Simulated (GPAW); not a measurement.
**Work function of TaSi2As4 monolayer at several levels**

How far do functional and basis move the work function of TaSi2As4 monolayer?

Calculated with GPAW 26.7.0; GPAW, PAW setups; layer in a repeated cell with vacuum, relaxation of atoms and in-plane cell, in the first sound run; inputs show where later runs differ.

Most raw output is cut from this account.

### 1. The starting structure

The cell holds 7 atoms: 4 As, 2 Si and 1 Ta. Cell: a = 3.630 Å, b = 3.630 Å, c = 23.389 Å, α = 90.0°, β = 90.0°, γ = 120.0°. Vacuum lies along c.

### 2. Relaxing the atoms

The atoms are relaxed first, since the surface dipole, and with it the work function, follows the positions of the outer layers.

Input file run.py:

```python
import json
import numpy as np
from ase import Atoms
from ase.filters import FrechetCellFilter
from ase.optimize import BFGS
from gpaw import GPAW, PW

slab = Atoms(
    ['As', 'Si', 'As', 'Ta', 'As', 'Si', 'As'],
    positions=[
        [0.00000, 0.00000, 7.00000],
        [-0.00000, 2.09578, 7.76197],
        [-0.00000, 2.09578, 9.99197],
        [0.00000, 0.00000, 11.69423],
        [-0.00000, 2.09578, 13.39650],
        [-0.00000, 2.09578, 15.62650],
        [0.00000, 0.00000, 16.38847]],
    cell=[[3.63, 0.0, 0.0], [-1.815, 3.14367, 0.0], [0.0, 0.0, 23.3885]],
    pbc=[True, True, True],
    magmoms=[0.0, 0.0, 0.0, 1.0, 0.0, 0.0, 0.0])

slab.calc = GPAW(mode=PW(600), xc='PBE', kpts={'size': (9, 9, 1), 'gamma': True},
                 occupations={'name': 'fermi-dirac', 'width': 0.05}, nbands='200%',
                 convergence={'density': 1e-05}, maxiter=200,
                 symmetry={'tolerance': 1e-3}, txt='slab.txt')
result = {}
# The in-plane cell is free; stress needs a cell that repeats along all three vectors
path = []
opt = BFGS(FrechetCellFilter(slab, mask=[1, 1, 0, 0, 0, 1]), maxstep=0.2)
opt.attach(lambda: path.append((slab.get_potential_energy(), slab.positions.tolist(), slab.get_forces().tolist())))
result['relaxed'] = bool(opt.run(fmax=0.02, steps=45))
result['path'] = path
result['cell'] = slab.cell.tolist()
print('in-plane lattice', slab.cell.cellpar().round(4)[[0, 1, 5]])
energy = slab.get_potential_energy()
fermi = slab.calc.get_fermi_level()
v = slab.calc.get_electrostatic_potential().mean((0, 1)) - fermi
n = slab.calc.get_pseudo_density().mean((0, 1))
L = slab.cell[2, 2]
z = np.arange(len(v)) * L / len(v)
low, high = slab.positions[:, 2].min(), slab.positions[:, 2].max()
below, above = np.interp([low - 4.8, high + 4.8], z, v)
slopes = [np.interp(x, z, np.gradient(v, z)) for x in (low - 4.8, high + 4.8)]
eps = np.array([[slab.calc.get_eigenvalues(k, s) for k in range(len(slab.calc.get_ibz_k_points()))]
                for s in range(slab.calc.get_number_of_spins())]) - fermi
top, bottom = eps[eps < 0].max(), eps[eps > 0].min()
dipole = slab.get_dipole_moment()[2]
print(f'energy {energy:.4f} eV, Fermi level {fermi:.4f} eV, dipole {dipole:.5f} e A')
print(f'potential 4.8 A off the faces, from the Fermi level: lower {below:.4f} eV, upper {above:.4f} eV')
print(f'slope of the potential there: lower {slopes[0]:.5f}, upper {slopes[1]:.5f} eV/A')
print(f'nearest levels on the mesh: {top:.4f} and {bottom:.4f} eV')
print('magnetic moment', round(slab.get_magnetic_moment(), 3))
result.update(energy=energy, fermi=fermi, dipole=dipole, below=below, above=above, slopes=slopes, edges=[top, bottom],
              z=z.tolist(), v=v.tolist(), n=n.tolist(), positions=slab.positions.tolist(),
              forces=slab.get_forces(apply_constraint=False).tolist(), moments=slab.get_magnetic_moments().tolist())
json.dump(result, open('result.json', 'w'))
```

Launch:

```console
> OMP_NUM_THREADS=1 OPENBLAS_NUM_THREADS=1 python run.py
```

Wall time 31 min (1 thread of Intel Xeon Platinum 8375C at 2.90GHz (Ice Lake), shared host); peak memory 0.88 GiB.

This step gave:

```
dipole along the normal                    : -8.25e-4 e·Å
levels nearest the Fermi level on the mesh : -0.08273, 0.05489 eV from the Fermi level
sum of the site moments                    : 0 μB
```

The electrostatic potential energy of an electron (without an applied field's), less the Fermi level, planar mean oscillates, so the rows of the table below give means over windows of 1.73 Å about each position, cut where the curve ends. Its maxima inside the range that stand out by 2 % of the span (Å: eV): 7.3: -9.50, 9.0: 2.14, 10.8: -5.56, 12.6: -5.56, 14.4: 2.14, 16.1: -9.49. Its minima: 6.8: -14.1, 7.7: -11.1, 10.2: -12.3, 11.7: -16.6, 13.2: -12.3, 15.7: -11.1, 16.6: -14.1.

The electrostatic potential energy of an electron (without an applied field's), less the Fermi level, planar mean by z; means over each step:

z (Å), electrostatic potential energy of an electron (without an applied field's), less the Fermi level, planar mean (eV) and a bar from the least value:
```
     0.86        4.9 ##############################
     2.59        4.9 ##############################
     4.32        4.8 ##############################
     6.05       -3.8 #############
     7.78       -7.8 ######
     9.51       -3.6 ##############
    11.24      -10.8 
    12.97       -8.1 #####
    14.70       -1.7 #################
    16.43      -10.4 #
    18.16        3.3 ###########################
    19.89        4.9 ##############################
    21.62        4.9 ##############################
```

The pseudo valence density, planar mean by z:

z (Å), pseudo valence density, planar mean (e/Å³) and a bar:
```
      3.0      0.000 
      3.5      0.000 
      4.0      0.001 
      4.5      0.004 
      5.0      0.016 #
      5.5      0.065 ##
      6.0      0.198 #######
      6.5      0.206 #######
      7.0      0.329 ###########
      7.5      0.318 ###########
      8.0      0.187 ######
      8.5      0.144 #####
      9.0      0.126 ####
      9.5      0.208 #######
     10.0      0.191 #######
     10.5      0.317 ###########
     11.0      0.420 ##############
     11.5      0.870 ##############################
     12.0      0.746 ##########################
     12.5      0.390 #############
     13.0      0.266 #########
     13.5      0.223 ########
     14.0      0.181 ######
     14.5      0.124 ####
     15.0      0.155 #####
     15.5      0.202 #######
     16.0      0.352 ############
     16.5      0.275 #########
     17.0      0.234 ########
     17.5      0.161 ######
     18.0      0.048 ##
     18.5      0.012 
     19.0      0.003 
     19.5      0.001 
     20.0      0.000 
     20.5      0.000
```

The relaxation lowered the energy of the cell by 1.79 eV (energies extrapolated to zero smearing; the optimiser's log prints free energies). The largest force left on a free atom is 0.017 eV/Å.

### 3. The slab's potential

With the geometry fixed, the planar mean of the potential gives the vacuum level on each side.

This step: GPAW, PAW setups; slab in vacuum (GPAW 26.7.0).

The cell differs from the one that the last finished run ended in (c 23.389 → 24.018 Å).

Input file run.py:

```python
import json
import numpy as np
from ase import Atoms
from gpaw import GPAW, PW

slab = Atoms(
    ['As', 'Si', 'As', 'Ta', 'As', 'Si', 'As'],
    positions=[
        [-0.00000, -0.00000, 7.00000],
        [-0.00000, 2.12884, 8.09811],
        [-0.00000, 2.12884, 10.48022],
        [-0.00000, 0.00000, 12.00917],
        [0.00000, 2.12884, 13.53813],
        [0.00000, 2.12884, 15.92024],
        [-0.00000, -0.00000, 17.01835]],
    cell=[[3.68726, -0.0, 0.0], [-1.84363, 3.19326, 0.0], [0.0, 0.0, 24.0183]],
    pbc=[True, True, False],
    magmoms=[0.0, 0.0, 0.0, 1.0, 0.0, 0.0, 0.0])

slab.calc = GPAW(mode=PW(400), xc='PBE', kpts={'size': (9, 9, 1), 'gamma': True},
                 occupations={'name': 'fermi-dirac', 'width': 0.05}, nbands='200%',
                 convergence={'density': 1e-05}, maxiter=200,
                 poissonsolver={'dipolelayer': 'xy'},
                 symmetry={'tolerance': 1e-3}, txt='slab.txt')
result = {}
energy = slab.get_potential_energy()
fermi = slab.calc.get_fermi_level()
v = slab.calc.get_electrostatic_potential().mean((0, 1)) - fermi
n = slab.calc.get_pseudo_density().mean((0, 1))
L = slab.cell[2, 2]
z = np.arange(len(v)) * L / len(v)
low, high = slab.positions[:, 2].min(), slab.positions[:, 2].max()
below, above = np.interp([low - 4.8, high + 4.8], z, v)
slopes = [np.interp(x, z, np.gradient(v, z)) for x in (low - 4.8, high + 4.8)]
eps = np.array([[slab.calc.get_eigenvalues(k, s) for k in range(len(slab.calc.get_ibz_k_points()))]
                for s in range(slab.calc.get_number_of_spins())]) - fermi
top, bottom = eps[eps < 0].max(), eps[eps > 0].min()
dipole = slab.get_dipole_moment()[2]
print(f'energy {energy:.4f} eV, Fermi level {fermi:.4f} eV, dipole {dipole:.5f} e A')
print(f'potential 4.8 A off the faces, from the Fermi level: lower {below:.4f} eV, upper {above:.4f} eV')
print(f'slope of the potential there: lower {slopes[0]:.5f}, upper {slopes[1]:.5f} eV/A')
print(f'nearest levels on the mesh: {top:.4f} and {bottom:.4f} eV')
print('magnetic moment', round(slab.get_magnetic_moment(), 3))
result.update(energy=energy, fermi=fermi, dipole=dipole, below=below, above=above, slopes=slopes, edges=[top, bottom],
              z=z.tolist(), v=v.tolist(), n=n.tolist(), positions=slab.positions.tolist(),
              forces=slab.get_forces(apply_constraint=False).tolist(), moments=slab.get_magnetic_moments().tolist())
json.dump(result, open('result.json', 'w'))
```

The job ended after 2 min (1 thread; peak memory 0.33 GiB).

Numbers from this step:

| Property | Result |
| --- | --- |
| dipole along the normal | 8.64e-4 e·Å |
| levels nearest the Fermi level on the mesh | -0.08267, 0.05488 eV from the Fermi level |
| upper work function | 4.900 eV |
| lower work function | 4.915 eV |

The electrostatic potential energy of an electron (without an applied field's), less the Fermi level, planar mean oscillates, so the rows of the table below give means over windows of 1.72 Å about each position, cut where the curve ends. Its maxima inside the range that stand out by 2 % of the span (Å: eV): 7.6: -9.47, 9.3: 2.14, 11.2: -5.55, 12.9: -5.55, 14.7: 2.13, 16.4: -9.48. Its minima: 7.1: -14.1, 8.0: -11.1, 10.5: -12.4, 12.0: -16.6, 13.5: -12.4, 16.0: -11.1, 16.9: -14.1.

Table of electrostatic potential energy of an electron (without an applied field's), less the Fermi level, planar mean by z; means over each step:

```csv
z (Å),"electrostatic potential energy of an electron (without an applied field's), less the Fermi level, planar mean (eV)"
0.86,4.91
2.58,4.91
4.30,4.87
6.02,-0.127
7.74,-10.4
9.46,-1.34
11.18,-10.2
12.90,-10.0
14.62,-1.14
16.34,-10.7
18.06,0.455
19.78,4.86
21.50,4.90
23.22,4.90
```

The pseudo valence density, planar mean oscillates, so the rows of the table below give means over windows of 1 Å about each position, cut where the curve ends. Its maxima inside the range that stand out by 2 % of the span (Å: e/Å³): 6.6: 0.249, 7.5: 0.386, 10.1: 0.245, 12.0: 1.01, 13.9: 0.245, 16.5: 0.386, 17.4: 0.249. Its minima: 6.9: 0.190, 9.2: 0.123, 10.5: 0.176, 13.5: 0.176, 14.8: 0.123, 17.2: 0.190.

Table of pseudo valence density, planar mean by z; means over each step:

```
z (Å)  pseudo valence density, planar mean (e/Å³)
    3                                      3.4e-5
    4                                      5.5e-4
    5                                     0.00978
    6                                       0.117
    7                                       0.256
    8                                       0.265
    9                                       0.141
   10                                       0.200
   11                                       0.354
   12                                       0.785
   13                                       0.360
   14                                       0.201
   15                                       0.141
   16                                       0.262
   17                                       0.258
   18                                       0.121
   19                                      0.0102
   20                                      5.9e-4
   21                                      3.6e-5
```

The potential is flat to 1.7e-4 eV/Å where it is read, so the vacuum is wide enough.

### 4. Self-consistent run: xc = "LDA"

The same geometry under LDA, to see how far the functional moves the levels against the vacuum.

run.py: that of step 3 with these lines changed.

```diff
@@ -19,3 +19,3 @@
 
-slab.calc = GPAW(mode=PW(400), xc='PBE', kpts={'size': (9, 9, 1), 'gamma': True},
+slab.calc = GPAW(mode=PW(400), xc='LDA', kpts={'size': (9, 9, 1), 'gamma': True},
                  occupations={'name': 'fermi-dirac', 'width': 0.05}, nbands='200%',
```

It took 95 s on 1 thread; peak memory 0.31 GiB.

Numbers from this step:

```yaml
levels_nearest_the_fermi_level_on_the_mesh: -0.07987, 0.05699 eV from the Fermi level
upper_work_function: 5.171 eV
lower_work_function: 5.187 eV
```

The electrostatic potential energy of an electron (without an applied field's), less the Fermi level, planar mean by z:

| z (Å) | electrostatic potential energy of an electron (without an applied field's), less the Fermi level, planar mean (eV) |
| --- | --- |
| 0.0 | 5.18 |
| 0.5 | 5.19 |
| 1.0 | 5.19 |
| 1.5 | 5.19 |
| 2.0 | 5.19 |
| 2.5 | 5.19 |
| 3.0 | 5.19 |
| 3.5 | 5.18 |
| 4.0 | 5.18 |
| 4.5 | 5.15 |
| 5.0 | 5.04 |
| 5.5 | 4.56 |
| 6.0 | 2.67 |
| 6.5 | -4.10 |
| 7.0 | -13.6 |
| 7.5 | -9.58 |
| 8.0 | -10.8 |
| 8.5 | -5.24 |
| 9.0 | 1.28 |
| 9.5 | 2.01 |
| 10.0 | -3.97 |
| 10.5 | -12.0 |
| 11.0 | -6.03 |
| 11.5 | -8.64 |
| 12.0 | -16.2 |
| 12.5 | -8.99 |
| 13.0 | -5.85 |
| 13.5 | -12.0 |
| 14.0 | -4.36 |
| 14.5 | 1.92 |
| 15.0 | 1.40 |
| 15.5 | -4.93 |
| 16.0 | -10.8 |
| 16.5 | -9.50 |
| 17.0 | -13.7 |
| 17.5 | -4.50 |
| 18.0 | 2.52 |
| 18.5 | 4.51 |
| 19.0 | 5.02 |
| 19.5 | 5.13 |
| 20.0 | 5.16 |
| 20.5 | 5.17 |
| 21.0 | 5.17 |
| 21.5 | 5.17 |
| 22.0 | 5.17 |
| 22.5 | 5.17 |
| 23.0 | 5.17 |
| 23.5 | 5.17 |

Pseudo valence density, planar mean against z:

z (Å), pseudo valence density, planar mean (e/Å³) and a bar from the least value:
```
     0.00       0.00 
     0.64       0.00 
     1.29       0.00 
     1.93       0.00 
     2.57       0.00 
     3.22       0.00 
     3.86       0.00 
     4.50       0.00 
     5.15       0.01 
     5.79       0.06 ##
     6.43       0.24 ########
     7.08       0.20 #######
     7.72       0.35 ############
     8.36       0.18 ######
     9.01       0.13 ####
     9.65       0.17 ######
    10.29       0.20 #######
    10.94       0.36 #############
    11.58       0.59 #####################
    12.22       0.86 ##############################
    12.87       0.38 #############
    13.51       0.17 ######
    14.15       0.22 ########
    14.80       0.12 ####
    15.44       0.17 ######
    16.08       0.27 #########
    16.73       0.33 ###########
    17.37       0.25 #########
    18.01       0.10 ####
    18.66       0.02 #
    19.30       0.00 
    19.94       0.00 
    20.59       0.00 
    21.23       0.00 
    21.87       0.00 
    22.52       0.00 
    23.16       0.00 
    23.80       0.00
```

Force by atom:

```csv
atom,x (eV/Å),y (eV/Å),z (eV/Å),size
As1,0.000,0.000,0.366,0.366
Si2,0.000,0.000,-0.024,0.024
As3,0.000,0.000,0.325,0.325
Ta4,0.000,0.000,0.000,0.000
As5,0.000,0.000,-0.325,0.325
Si6,0.000,0.000,0.024,0.024
As7,0.000,0.000,-0.366,0.366
```

The upper face's work function is 5.171 eV, against 4.900 eV in the first plane-wave PBE run at this geometry.

### 5. Self-consistent run: xc = "RPBE"

The same geometry under RPBE, to see how far the functional moves the levels against the vacuum.

run.py: that of step 4 with these lines changed.

```diff
@@ -19,3 +19,3 @@
 
-slab.calc = GPAW(mode=PW(400), xc='LDA', kpts={'size': (9, 9, 1), 'gamma': True},
+slab.calc = GPAW(mode=PW(400), xc='RPBE', kpts={'size': (9, 9, 1), 'gamma': True},
                  occupations={'name': 'fermi-dirac', 'width': 0.05}, nbands='200%',
```

Run time: 2 min. Hardware: 1 thread; peak memory 0.33 GiB.

Numbers from this step:

| Item | Value |
| --- | --- |
| levels nearest the Fermi level on the mesh | -0.08108, 0.05219 eV from the Fermi level |
| upper work function | 4.794 eV |
| lower work function | 4.809 eV |

The upper face's work function is 4.794 eV, against 4.900 eV in the first plane-wave PBE run at this geometry.

### 6. OptPBE vdW: xc = "optPBE-vdW"

The same geometry under optPBE-vdW, to see how far the functional moves the levels against the vacuum (the van der Waals functionals take revPBE setups).

run.py: that of step 5 with these lines changed.

```diff
@@ -19,3 +19,3 @@
 
-slab.calc = GPAW(mode=PW(400), xc='RPBE', kpts={'size': (9, 9, 1), 'gamma': True},
+slab.calc = GPAW(mode=PW(400), xc='optPBE-vdW', kpts={'size': (9, 9, 1), 'gamma': True},
                  occupations={'name': 'fermi-dirac', 'width': 0.05}, nbands='200%',
```

Wall time 2.1 min (1 thread); peak memory 0.52 GiB.

Numbers from this step:

```
dipole along the normal                    : 8.65e-4 e·Å
levels nearest the Fermi level on the mesh : -0.08465, 0.05932 eV from the Fermi level
upper work function                        : 5.099 eV
lower work function                        : 5.114 eV
```

The electrostatic potential energy of an electron (without an applied field's), less the Fermi level, planar mean oscillates, so the rows of the table below give means over windows of 1.72 Å about each position, cut where the curve ends. Its maxima inside the range that stand out by 2 % of the span (Å: eV): 7.6: -9.45, 9.3: 2.10, 11.2: -5.56, 12.9: -5.57, 14.7: 2.09, 16.4: -9.46. Its minima: 7.1: -14.1, 8.0: -11.1, 10.5: -12.4, 12.0: -16.6, 13.5: -12.4, 16.0: -11.1, 16.9: -14.1.

The electrostatic potential energy of an electron (without an applied field's), less the Fermi level, planar mean by z; means over each step:

z (Å), electrostatic potential energy of an electron (without an applied field's), less the Fermi level, planar mean (eV) and a bar from the least value:
```
     0.86        5.1 ##############################
     2.58        5.1 ##############################
     4.30        5.1 ##############################
     6.02        0.0 ####################
     7.74      -10.4 #
     9.46       -1.4 ##################
    11.18      -10.3 #
    12.90      -10.0 #
    14.62       -1.2 ##################
    16.34      -10.7 
    18.06        0.5 #####################
    19.78        5.0 ##############################
    21.50        5.1 ##############################
    23.22        5.1 ##############################
```

The upper face's work function is 5.099 eV, against 4.900 eV in the first plane-wave PBE run at this geometry.

### 7. Self-consistent run: xc = "vdW-DF2"

The same geometry under vdW-DF2, to see how far the functional moves the levels against the vacuum (the van der Waals functionals take revPBE setups).

run.py: that of step 6 with these lines changed.

```diff
@@ -19,3 +19,3 @@
 
-slab.calc = GPAW(mode=PW(400), xc='optPBE-vdW', kpts={'size': (9, 9, 1), 'gamma': True},
+slab.calc = GPAW(mode=PW(400), xc='vdW-DF2', kpts={'size': (9, 9, 1), 'gamma': True},
                  occupations={'name': 'fermi-dirac', 'width': 0.05}, nbands='200%',
```

The job ended after 7.1 min (1 thread; peak memory 0.53 GiB).

Numbers from this step:

- dipole along the normal: 8.67e-4 e·Å
- levels nearest the Fermi level on the mesh: -0.07702, 0.06665 eV from the Fermi level
- upper work function: 5.197 eV
- lower work function: 5.213 eV

The upper face's work function is 5.197 eV, against 4.900 eV in the first plane-wave PBE run at this geometry.

### 8. Self-consistent run: xc = "revPBE"

The same geometry under revPBE, to see how far the functional moves the levels against the vacuum.

run.py: that of step 7 with these lines changed.

```diff
@@ -19,3 +19,3 @@
 
-slab.calc = GPAW(mode=PW(400), xc='vdW-DF2', kpts={'size': (9, 9, 1), 'gamma': True},
+slab.calc = GPAW(mode=PW(400), xc='revPBE', kpts={'size': (9, 9, 1), 'gamma': True},
                  occupations={'name': 'fermi-dirac', 'width': 0.05}, nbands='200%',
```

Elapsed: 2 min, on 1 thread; peak memory 0.33 GiB.

This step gave:

* dipole along the normal: 8.64e-4 e·Å
* levels nearest the Fermi level on the mesh: -0.08131, 0.05287 eV from the Fermi level
* upper work function: 4.798 eV
* lower work function: 4.813 eV

The upper face's work function is 4.798 eV, against 4.900 eV in the first plane-wave PBE run at this geometry.

(Part 1 of 2 ends here.)

[Logs are printed without paths, hosts, clocks, repeated set-up lines and the standing remarks that a program may print on its own settings, such as how far it seeks lower states.]

[Hosts, paths, dates, database ids (printed as entryN), source tags and the programs' standing remarks are cut or masked in the printed files.]
